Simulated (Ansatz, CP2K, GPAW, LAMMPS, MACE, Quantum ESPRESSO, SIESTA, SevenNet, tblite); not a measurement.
## Amorphous Hg33S25Se8 (66 atoms) in tblite

Aim: run amorphous Hg33S25Se8 (66 atoms) in tblite and see how near its forces come to a plane-wave reference, and at what cost.

Program: tblite 0.8.0. Level of theory: the method is named at each step. Results are calculated unless marked as measured.

**1. Starting point**

The cell holds 66 atoms: 33 Hg, 25 S and 8 Se. Cell: a = 12.034 Å, b = 12.034 Å, c = 12.034 Å, α = 90.0°, β = 90.0°, γ = 90.0°. 66 atoms (33 Hg, 25 S, 8 Se) placed at random at 7.67 g/cm³, melted at 2500 K for 10 ps at fixed volume with the Stillinger-Weber II-VI potential (Zhou et al., Phys. Rev. B 88, 085309 (2013)). Quenched from 2500 K to 500 K at 30 K/ps and fixed volume, held 5 ps, then minimised at fixed cell.

The yardstick, on the same geometry:

```
method                 : Kohn-Sham DFT, PBE, PAW, plane waves (Ansatz 0.2.0); cutoff 420 eV, Γ point, fermi-dirac smearing of 0.05 eV; PAW set soft_2
r.m.s. force component : 0.3971 eV/Å
longest force          : 1.344 eV/Å
pressure               : 0.004286 GPa
SCF cycles             : 10
time                   : 31 s on 4 threads of Arm Neoverse V2, shared host
CPU time               : 2 min
```

**2. GFN1-xTB**

Method: GFN1-xTB tight binding, diagonalisation.

run.py reads:

```python
import numpy as np
from ase.io import read
from tblite.ase import TBLite

atoms = read("structure.xyz")
atoms.calc = TBLite(method="GFN1-xTB", electronic_temperature=580, accuracy=1.0, max_iterations=250, mixer_damping=0.4, verbosity=1)
energy = atoms.get_potential_energy()
forces = atoms.get_forces()
print(f"energy {energy:.6f} eV")
print("forces (eV/A)")
for i, (a, f) in enumerate(zip(atoms, forces)):
    print(f"{i:4d} {a.symbol:2s} {f[0]:10.5f} {f[1]:10.5f} {f[2]:10.5f}")
stress = -atoms.get_stress(voigt=False) * 160.21766
print("stress (GPa, compression positive)")
for row in stress:
    print(" ".join(f"{x:10.4f}" for x in row))
print("charges (e)")
print(np.array2string(atoms.get_charges(), precision=4, suppress_small=True, max_line_width=110, threshold=100000))
```

structure.xyz reads:

```xyz
66
Lattice="12.03400 0.00000 0.00000 0.00000 12.03400 0.00000 0.00000 0.00000 12.03400" Properties=species:S:1:pos:R:3 pbc="T T T"
Hg 3.71321 4.87353 4.20239
Hg 4.37580 5.17269 0.91073
Hg 7.04867 10.79618 2.63196
Hg 1.94722 10.26524 4.92696
Hg 6.93688 7.33496 7.22726
Hg 9.51456 1.15611 6.63783
Hg 8.77435 9.93166 5.61458
Hg 9.45656 5.20723 8.46399
Hg 1.33818 7.31727 10.55261
Hg 2.82270 10.53890 1.59932
Hg 10.79089 9.52010 8.55052
Hg 6.03637 0.08171 5.72830
Hg 7.55675 4.41491 11.24325
Hg 0.39712 4.29144 4.71083
Hg 6.38849 3.86496 6.23831
Hg 1.36887 3.30129 0.05319
Hg 10.08738 0.10181 11.65409
Hg 10.50845 6.98273 4.63177
Hg 1.33938 0.38509 10.82434
Hg 0.58509 3.45484 8.08841
Hg 3.81779 5.66525 8.73680
Hg 11.13338 9.93286 2.90802
Hg 8.68434 8.53235 0.32408
Hg 3.40334 1.31977 3.99300
Hg 10.75442 4.90012 1.55804
Hg 7.56614 6.37321 3.19262
Hg 4.17496 1.43120 8.94283
Hg 6.88116 11.63579 9.49976
Hg 10.74311 1.78212 3.47518
Hg 5.18726 8.41502 0.30723
Hg 5.15332 1.82267 0.25981
Hg 7.45879 2.82197 3.06410
Hg 1.95071 7.09621 6.13626
S 1.12000 1.75492 5.25970
S 5.02143 9.69411 10.11975
S 7.66927 11.05768 0.04007
S 5.82048 6.20894 5.02781
S 0.97114 10.32577 7.44267
S 0.50206 4.84922 10.25802
S 8.13089 0.61903 4.23850
S 2.53785 4.54536 6.71365
S 3.69973 11.84254 11.59344
S 2.88094 8.29829 8.63548
S 9.87065 5.78715 11.22736
S 8.74029 8.77459 3.10092
S 6.83038 6.42459 0.74166
S 4.88111 3.03642 2.62510
S 4.26088 8.67856 5.76248
S 10.41615 3.56832 6.62580
S 7.84063 2.15854 0.55693
S 6.53446 10.04165 7.25169
S 11.14372 11.43759 5.11662
S 1.67658 1.03841 8.25436
S 4.44981 2.14699 6.40245
S 4.53658 10.92110 3.67518
S 11.07970 8.56051 10.89606
[... 6 atom lines left out ...]
Se 0.88486 7.97349 3.67398
Se 3.81538 3.65797 10.65611
Se 6.51990 4.99279 8.71021
Se 0.06306 10.38089 0.40615
```

Command:

```sh
$ OMP_NUM_THREADS=1 python run.py > output.txt
```

Log:

```text
------------------------------------------------------------
  cycle        total energy    energy error   density error
------------------------------------------------------------
      1     -147.8059617665  -1.4733534E+02   6.2560970E-01
      2     -128.6729002370   1.9133062E+01   6.6129575E-01
      3     -144.8011079235  -1.6128208E+01   4.1094806E-01
      4     -148.2565940537  -3.4554861E+00   2.9943774E-01
      5     -149.3710413999  -1.1144473E+00   1.7996735E-01
      6     -149.9927737959  -6.2173240E-01   8.7663233E-02
      7     -150.0016707543  -8.8969585E-03   8.2141635E-02
      8     -150.1664935627  -1.6482281E-01   4.6112703E-02
      9     -150.1527588186   1.3734744E-02   4.7115760E-02
     10     -150.1857392902  -3.2980472E-02   3.3207057E-02
     11     -150.2111330626  -2.5393772E-02   1.0549046E-02
     12     -150.2099877774   1.1452852E-03   1.0985431E-02
     13     -150.2130864566  -3.0986792E-03   6.0331801E-03
     14     -150.2138468948  -7.6043817E-04   3.5825618E-03
     15     -150.2142278097  -3.8091495E-04   1.3110101E-03
     16     -150.2142640536  -3.6243877E-05   5.4365981E-04
     17     -150.2142711785  -7.1249534E-06   1.1719198E-04
     18     -150.2142714384  -2.5987049E-07   5.9032188E-05
     19     -150.2142714885  -5.0069900E-08   4.2538416E-05
     20     -150.2142715157  -2.7201168E-08   2.6572494E-05
     21     -150.2142715320  -1.6351578E-08   7.0745157E-06
------------------------------------------------------------
 total:                                   1.627 sec
energy -4087.538529 eV
forces (eV/A)
   0 Hg   -0.08509    0.15466    0.34880
   1 Hg   -0.52865    0.45836   -0.05196
   2 Hg   -0.39711    0.37397   -0.46452
   3 Hg    0.21552   -0.28827    1.43783
   4 Hg   -1.16249    0.83161   -0.06438
   5 Hg    0.80882   -0.14036    0.02470
   6 Hg    0.12624    0.44607    0.30772
   7 Hg    0.67692   -0.04550    0.59246
   8 Hg   -0.02747    0.05912   -0.12174
   9 Hg   -0.08937   -0.41320   -0.37877
  10 Hg    0.77920    0.19914   -0.21877
  11 Hg   -0.84278   -0.45114    0.11049
  12 Hg    0.90534    0.02851    0.13286
  13 Hg    0.16269   -1.13225    0.24231
  14 Hg   -0.25179    0.13595    0.13143
  15 Hg   -0.43536    0.10328    0.00366
  16 Hg   -0.61399    0.72478    0.17731
  17 Hg    0.26361   -0.03894    0.10009
  18 Hg    0.00655   -0.11376   -0.56486
  19 Hg    0.35196   -0.55955    0.08511
  20 Hg   -0.21387    0.47766    0.23553
  21 Hg    0.42734    0.30821    0.00021
  22 Hg    0.53159   -0.49879   -0.95969
  23 Hg   -0.47030    0.05064    0.54782
[...]
58 Se   -0.11272   -0.56654    0.42447
  59 Se    1.11865   -0.35003    0.07027
  60 Se   -0.36027   -0.31594   -0.22690
  61 Se   -0.21324    0.45703    0.09427
  62 Se   -0.93026   -0.08125    0.50284
  63 Se    0.19097   -0.04376    0.65015
  64 Se    0.59654    0.44382   -0.49288
  65 Se    0.03878    0.50856    0.01215
stress (GPa, compression positive)
   -1.6977     0.0054     0.0296
    0.0054    -1.5699     0.0424
    0.0296     0.0424    -2.0126
charges (e)
[ 0.3065  0.2342  0.3139  0.2845  0.2878  0.2812  0.273   0.2477  0.2355  0.2187  0.2291  0.3215  0.2387
  0.2471  0.2333  0.1917  0.2476  0.2161  0.2603  0.3128  0.2418  0.2231  0.2794  0.2756  0.3103  0.3144
  0.2977  0.2342  0.2908  0.2602  0.2562  0.3098  0.2256 -0.3079 -0.2772 -0.3134 -0.3018 -0.2746 -0.3901
 -0.3446 -0.3109 -0.3117 -0.2154 -0.3007 -0.3308 -0.3225 -0.3473 -0.317  -0.3275 -0.3486 -0.294  -0.3083
 -0.2495 -0.2926 -0.2957 -0.2577 -0.3345 -0.3309 -0.1462 -0.1376 -0.1189 -0.1321 -0.1399 -0.1468 -0.1283
 -0.0448]
```

Run time: 2.1 s. Hardware: 1 thread of Arm Neoverse V2, shared host; peak memory 0.13 GiB.

Banners, paths, timers and routine set-up lines are dropped from the logs unmarked, and long logs keep their key lines alone; longer cuts are marked.

Compared with the plane-wave run:

* r.m.s. force component: 0.5507 eV/Å
* r.m.s. difference of force components: 345.3 meV/Å
* longest difference of force vectors: 1215 meV/Å
* force difference over r.m.s. force: 86.94 %
* slope of forces against the reference's: 1.084
* correlation of force components: 0.7814
* pressure: -1.76 GPa
* pressure difference: -1.764 GPa

Length of the force difference by element (eV/Å):

| element | atoms | mean | most |
| --- | --- | --- | --- |
| Hg | 33 | 0.55 | 1.2 |
| S | 25 | 0.55 | 1.1 |
| Se | 8 | 0.54 | 0.73 |

The surroundings of S43, whose charge lies farthest from its element's mean, nearest first, numbered as they follow in the input and with coordinates relative to it.

| atom | x | y | z | distance (Å) | bonds | Mulliken charge (e) | Fx | Fy | Fz (eV/Å) |
| --- | --- | --- | --- | --- | --- | --- | --- | --- | --- |
| S43 | 0.00 | 0.00 | 0.00 | 0.00 | 3 | -0.22 | -0.15 | -0.94 | 0.41 |
| Hg9 | -1.54 | -0.98 | 1.92 | 2.65 | 4 | 0.24 | -0.03 | 0.06 | -0.12 |
| Hg21 | 0.94 | -2.63 | 0.10 | 2.80 | 4 | 0.24 | -0.21 | 0.48 | 0.24 |
| Hg33 | -0.93 | -1.20 | -2.50 | 2.93 | 4 | 0.23 | 1.27 | 1.26 | 0.61 |
| S35 | 2.14 | 1.40 | 1.48 | 2.96 | 2 | -0.28 | -0.01 | -0.30 | -0.09 |
| S38 | -1.91 | 2.03 | -1.19 | 3.03 | 2 | -0.27 | 0.31 | -0.63 | 0.09 |
| S48 | 1.38 | 0.38 | -2.87 | 3.21 | 2 | -0.32 | -1.16 | -0.79 | -0.39 |
| S41 | -0.34 | -3.75 | -1.92 | 4.23 | 5 | -0.31 | -0.21 | 1.06 | -0.73 |
| S51 | 3.65 | 1.74 | -1.38 | 4.28 | 4 | -0.29 | 1.23 | 0.53 | -0.65 |

Atoms are counted from 1 here, from 0 in the log.

Forces lie 87 % from the reference's, at 0.018 times its CPU time (on 1 against 4 cores).

**3. Outcome**

```yaml
force_difference_from_the_reference: tblite GFN1-xTB, 87 %
its_cpu_time: 2.1 s
```

What this shows: Tight binding differs by 87 % (tblite GFN1-xTB); it is another model, with fitted parameters of its own, and the xTB methods hold dispersion. One electronic-structure run takes under half the reference's CPU time: tblite GFN1-xTB, at 87 % in 2.1 s against 2 min, too far off to be of use; its pressure misses by -1.8 GPa. Periodic xTB results under one method name differ between programs and library versions. The quench rate of 30 K/ps is many orders above laboratory rates, so the cell is likely richer in defects and strain than a real sample. The network of bonds at the start is that of the classical potential that made the cell, and needn't be the one that DFT or experiment would give. The electronic-structure runs sample only Γ, in a cell whose shortest periodic width is 12 Å, which is coarse for a cell with partly filled levels. Spin–orbit coupling is left out, which matters for the levels of the heavy elements.

[Also dropped from logs without a mark: logging warnings of Python, and SIESTA's first energy breakdown and zero terms.]

[Logs are printed without paths, hosts, clocks, repeated set-up lines and the standing remarks that a program may print on its own settings, such as how far it seeks lower states.]

[Hosts, paths, dates, database ids (printed as entryN), source tags and the programs' standing remarks are cut or masked in the printed files.]
